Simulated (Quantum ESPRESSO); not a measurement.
## Magnetic state of NiI2 from several starts

Wanted: the moments of NiI2 and the energy of each order that was tried.

Main program and level: Quantum ESPRESSO 7.5; LDA with U = 6 eV on Ni d (ortho-atomic projectors); plane waves with GBRV 1.5 LDA potentials, no spin-orbit coupling.

Report form: the programs' logs are mostly left out.

The database entry behind the starting cell differs from later determinations by our own check (c about 0.7 % short), so it need not match the best structure at ambient conditions.

## 1. Set-up

The structure is trigonal, space group R-3m (No. 166). The conventional cell has a = 3.903 Å, b = 3.903 Å, c = 19.670 Å, α = 90.00°, β = 90.00°, γ = 120.00°. Nearest to Ni lie 6 I at 2.79 Å. Nearest to I lie 3 Ni at 2.79 Å. Farther neighbours and most contacts between anions are not listed.

Structure file:

```cif
data_structure
_symmetry_space_group_name_H-M 'R-3m:H'
_symmetry_Int_Tables_number 166
_cell_length_a 3.9030
_cell_length_b 3.9030
_cell_length_c 19.6700
_cell_angle_alpha 90.000
_cell_angle_beta 90.000
_cell_angle_gamma 120.000
_cell_volume 259.50
loop_
_atom_site_label
_atom_site_type_symbol
_atom_site_symmetry_multiplicity
_atom_site_Wyckoff_symbol
_atom_site_fract_x
_atom_site_fract_y
_atom_site_fract_z
_atom_site_occupancy
Ni1 Ni 3 a 0.00000 0.00000 0.00000 1
I1 I 6 c 0.00000 0.00000 0.25000 1
```

The cell comes from the Crystallography Open Database.

## 2. Run 1 (ferro +)

The signs are those of the starting moments on the seeded atoms, the atoms that are given a moment.

File pw.in:

```
&CONTROL
  calculation = 'scf'
  prefix = 'pwscf'
  outdir = './tmp'
  pseudo_dir = './pseudo'
  disk_io = 'nowf'
/
&SYSTEM
  ibrav = 0
  nat = 3
  ntyp = 2
  ecutwfc = 40
  ecutrho = 280
  nbnd = 25
  occupations = 'smearing'
  smearing = 'fd'
  degauss = 0.00367493
  nspin = 2
  starting_magnetization(1) = 0.1111
  starting_magnetization(2) = 0
/
&ELECTRONS
  conv_thr = 6d-09
  electron_maxstep = 150
  mixing_beta = 0.3
/
ATOMIC_SPECIES
Ni     58.6934 ni_lda_v1.4.uspp.F.UPF
I     126.9045 i_lda_v1.uspp.F.UPF
CELL_PARAMETERS angstrom
   1.9515000000    1.1266990503    6.5566666667
  -1.9515000000    1.1266990503    6.5566666667
   0.0000000000   -2.2533981006    6.5566666667
ATOMIC_POSITIONS crystal
Ni      0.0000000000    0.0000000000    0.0000000000
I       0.2500000000    0.2500000000    0.2500000000
I       0.7500000000    0.7500000000    0.7500000000
K_POINTS automatic
6 6 6 0 0 0
HUBBARD {ortho-atomic}
U Ni-3d 6.0000
```

Launch:

```
$ OMP_NUM_THREADS=1 mpirun -n 4 pw.x -nk 4 -in pw.in > pw.out
```

Elapsed: 72 s, on 4 MPI ranks of Arm Neoverse V2, shared host; peak memory 0.63 GiB.

Spin moment in the atom's sphere by atom:

```csv
atom,spin moment in the atom's sphere (μB)
Ni1,1.48
I2,0.17
I3,0.17
```

This step gave:

```yaml
smearing_term_ts: 1.98e-5 eV
magnetization: 2 μB
absolute_magnetization: 2.035 μB
final_state: ferromagnetic
```

Spin density in the ac plane of the conventional cell at fractional y = 0.000, with atoms of Ni and I within 0.2 Å of it.

Ten even steps from '_' (0.0 e/Å³) to '@' (2.1 e/Å³), each cell a mean:
```
++--____________________..==
____________________________
____________________________
____________________________
____________________________
____________________________
____________________________
____________________________
____________________________
____________________________
____________________________
____________________________
____________________________
____________________________
____________________________
____________________________
____________________________
____________________________
____________________________
____________________________
____________________________
____________________________
____________________________
@@++____________________::%%
```
Columns run along a (3.9 Å), rows up along c (19.7 Å), edges of the conventional cell, whose origin can differ from the input's. Atoms in or near the plane, at fractional coordinates: Ni at (0.00, 0.00), I at (0.00, 0.25), I at (0.00, 0.75).

Valence density in the ac plane of the conventional cell at fractional y = 0.000, with atoms of Ni and I within 0.2 Å of it. It is the smooth field of the valence electrons, not physical close to the nuclei.

Ten steps, logarithmic in the rise over the least value, from '0' (0 e/Å³) to '9' (22 e/Å³), each cell a mean:
```
97421111111258
11111112111111
00001111110000
00000000000000
22110000000112
32221100012223
32221100012222
11111111111111
00000111110000
00001122211000
00001111110000
00000000000000
00000000000000
00001112111000
00001122111000
00000111110000
22111111111122
32222100012223
32221000012222
11100000000111
00000000000000
00001111111000
11111111111111
98521000011369
```
Columns run along a (3.9 Å), rows up along c (19.7 Å), edges of the conventional cell, whose origin can differ from the input's. Atoms in or near the plane, at fractional coordinates: Ni at (0.00, 0.00), I at (0.00, 0.25), I at (0.00, 0.75).

## 3. Start 2: antiferro q=(0,0,1/2) +−

This order needs a doubled cell of 6 atoms. The wavevector q is in fractions of the reciprocal vectors of the crystal's primitive cell, as the cells of these inputs are built from it; moments change sign between cells as cos(2π q·R).

File pw.in:

```
&CONTROL
  calculation = 'scf'
  prefix = 'pwscf'
  outdir = './tmp'
  pseudo_dir = './pseudo'
  disk_io = 'nowf'
/
&SYSTEM
  ibrav = 0
  nat = 6
  ntyp = 3
  ecutwfc = 40
  ecutrho = 280
  nbnd = 43
  occupations = 'smearing'
  smearing = 'fd'
  degauss = 0.00367493
  nspin = 2
  starting_magnetization(1) = 0.1111
  starting_magnetization(2) = -0.1111
  starting_magnetization(3) = 0
/
&ELECTRONS
  conv_thr = 1.2d-08
  electron_maxstep = 150
  mixing_beta = 0.3
/
ATOMIC_SPECIES
Ni1    58.6934 ni_lda_v1.4.uspp.F.UPF
Ni2    58.6934 ni_lda_v1.4.uspp.F.UPF
I     126.9045 i_lda_v1.uspp.F.UPF
CELL_PARAMETERS angstrom
   1.9515000000    1.1266990503    6.5566666667
  -1.9515000000    1.1266990503    6.5566666667
   0.0000000000   -4.5067962012   13.1133333334
ATOMIC_POSITIONS crystal
Ni1     0.0000000000    0.0000000000    0.0000000000
Ni2     0.0000000000    0.0000000000    0.5000000000
I       0.2500000000    0.2500000000    0.1250000000
I       0.2500000000    0.2500000000    0.6250000000
I       0.7500000000    0.7500000000    0.3750000000
I       0.7500000000    0.7500000000    0.8750000000
K_POINTS automatic
6 6 3 0 0 0
HUBBARD {ortho-atomic}
U Ni1-3d 6.0000
U Ni2-3d 6.0000
```

Run time: 5.3 min. Hardware: 4 MPI ranks; peak memory 1.2 GiB.

Spin moment in the atom's sphere by atom:

```csv
atom,spin moment in the atom's sphere (μB)
Ni1,1.47
Ni2,-1.47
I3,0.05
I4,-0.05
I5,-0.05
I6,0.05
```

Read from the output:

```yaml
smearing_term_ts: 8.70e-6 eV
magnetization: 0 μB
absolute_magnetization: 3.57 μB
final_state: antiferromagnetic
```

Spin density in the ac plane at fractional y = 0.000, with atoms of Ni within 0.2 Å of it.

Ten even steps from '_' (-3.6 e/Å³) to '@' (3.6 e/Å³), each cell a mean:
```
%%@@**++++==++++++++++++++++======++++
++**++++++++==++++++++++++++==========
==++++++++++++==++++++++++++++++======
======++++++======++++++++++++++++====
====++++============++++++++++++++++==
========++++========++++++==++++++++++
++================++++++++++====++++++
++++================++++++++++++====++
++++++================++++==========++
++++++++================++============
==++++++++++==============++======----
..====++++==================++====--__
..__--====++================++++++====
==--========++==============++++++++++
++============++================++++++
++++++======++++++================++++
++++====++++++++++++================++
++++++++====++++++++======++==========
==++++++++++++++++==========++++======
====++++++++++++++++============++++==
======++++++++++++++++====++++++++++==
========++++++++++++++++==++++++++++++
++==========++++++++++++++==++++++****
%%++++====++++++++++++++++++==++++**@@
```
Columns run along a (6.9 Å), rows up along c (13.9 Å). Atoms in or near the plane, at fractional coordinates: Ni at (0.00, 0.00), Ni at (0.00, 0.50).

Valence density in the ac plane at fractional y = 0.000, with atoms of Ni within 0.2 Å of it. It is the smooth field of the valence electrons, not physical close to the nuclei.

Ten steps, logarithmic in the rise over the least value, from '0' (0 e/Å³) to '9' (35 e/Å³), each cell a mean:
```
9962000000000000026
2564211111000000000
0112210111111000000
0001100011222100000
0011110000122211000
0011111000011221100
0001122110000111100
0000112221000001110
0000001222110011100
0000000011111112321
3100000000111012577
9620000000000000379
9962000000000000026
2564211111000000000
0112210111111000000
0001100011222100000
0011110000122211000
0011111000011221100
0001122110000111100
0000112221000001110
0000001222110011100
0000000011111112321
3100000000111012577
9620000000000000379
```
Columns run along a (6.9 Å), rows up along c (13.9 Å). Atoms in or near the plane, at fractional coordinates: Ni at (0.00, 0.00), Ni at (0.00, 0.50).

## 4. Ranking

An order is kept where moments of 0.15 μB or more survive with the typed signs; meshes match where a doubled cell samples the same k points as the first cell.

Orders:

```csv
start,final state,typed order kept,energy over the lowest (meV a seeded atom),largest site moment (μB),net moment (μB a cell of the first run),mesh matched,CPU time (s)
ferro +,ferromagnetic,yes,5.561,1.482,2,yes,287.8
"antiferro q=(0,0,1/2) +-",antiferromagnetic,yes,0,1.473,0,yes,1278
```

## 5. The lowest state again, with its states saved

Edit pw.in of step 3 so:

```diff
@@ -5,3 +5,3 @@
   pseudo_dir = './pseudo'
-  disk_io = 'nowf'
+  disk_io = 'low'
 /
@@ -9,2 +9,3 @@
   ibrav = 0
+  celldm(1) = 8
   nat = 6
@@ -13,3 +14,3 @@
   ecutrho = 280
-  nbnd = 43
+  nbnd = 47
   occupations = 'smearing'
@@ -31,6 +32,6 @@
 I     126.9045 i_lda_v1.uspp.F.UPF
-CELL_PARAMETERS angstrom
-   1.9515000000    1.1266990503    6.5566666667
-  -1.9515000000    1.1266990503    6.5566666667
-   0.0000000000   -4.5067962012   13.1133333334
+CELL_PARAMETERS alat
+   0.4609750665259    0.2661440787429    1.5487880363157
+  -0.4609750665259    0.2661440787429    1.5487880363157
+   0.0000000000000   -1.0645763149715    3.0975760726315
 ATOMIC_POSITIONS crystal
```

It took 5.3 min on 4 MPI ranks; peak memory 1.2 GiB; 21 min of CPU time.

This step gave:

- smearing term TS: 8.69e-6 eV
- magnetization: 0 μB
- absolute magnetization: 3.57 μB
- final state: antiferromagnetic
- largest moment: 1.473 μB

## 6. Projections on atomic orbitals

projwfc.x projects the saved states on orthogonalised atomic orbitals of the pseudopotential files.

The job ended after 2.5 s (4 MPI ranks; peak memory 0.45 GiB; 10 s of CPU time).

```csv
atom,moment in the sphere (μB),Löwdin moment (μB),Löwdin charge (e)
Ni1,1.473,1.477,18.220
Ni2,-1.473,-1.477,18.220
I3,0.053,0.085,6.831
I4,-0.053,-0.085,6.831
I5,-0.053,-0.085,6.831
I6,0.053,0.085,6.831
```

## 7. Occupations of the corrected shells in the lowest state

Occupations of the Hubbard shells:

```csv
block,type,shell,spin,electrons,occupation numbers
1,Ni1,3d,up,4.966,0.992 0.992 0.992 0.995 0.995
1,Ni1,3d,down,3.504,0.267 0.277 0.986 0.987 0.987
2,Ni2,3d,up,3.504,0.267 0.277 0.986 0.987 0.987
2,Ni2,3d,down,4.966,0.992 0.992 0.992 0.995 0.995
```

## 8. Results

| Quantity | Value |
| --- | --- |
| lowest state found | antiferromagnetic (from antiferro q=(0,0,1/2) +-) |
| largest site moment | 1.47 μB |
| next state with moments | ferromagnetic, 5.56 meV a seeded atom higher |

In words: The largest moment reads 1.47 μB in the sphere and 1.48 μB by Löwdin projection; a site moment hangs on how space is shared out. Only these 2 starts were compared; other wavevectors, canted and longer-period orders were not.

[Logs and program files are shortened in this print: banners, set-up blocks, solver, clock and traceback lines can be left out without a mark of their own.]

[Logs are printed without paths, hosts, clocks, repeated set-up lines and the standing remarks that a program may print on its own settings, such as how far it seeks lower states.]

[Hosts, paths, dates, database ids (printed as entryN), source tags and the programs' standing remarks are cut or masked in the printed files.]

[Where a cell is said to come from a database of computed structures, the database is the Materials Project.]
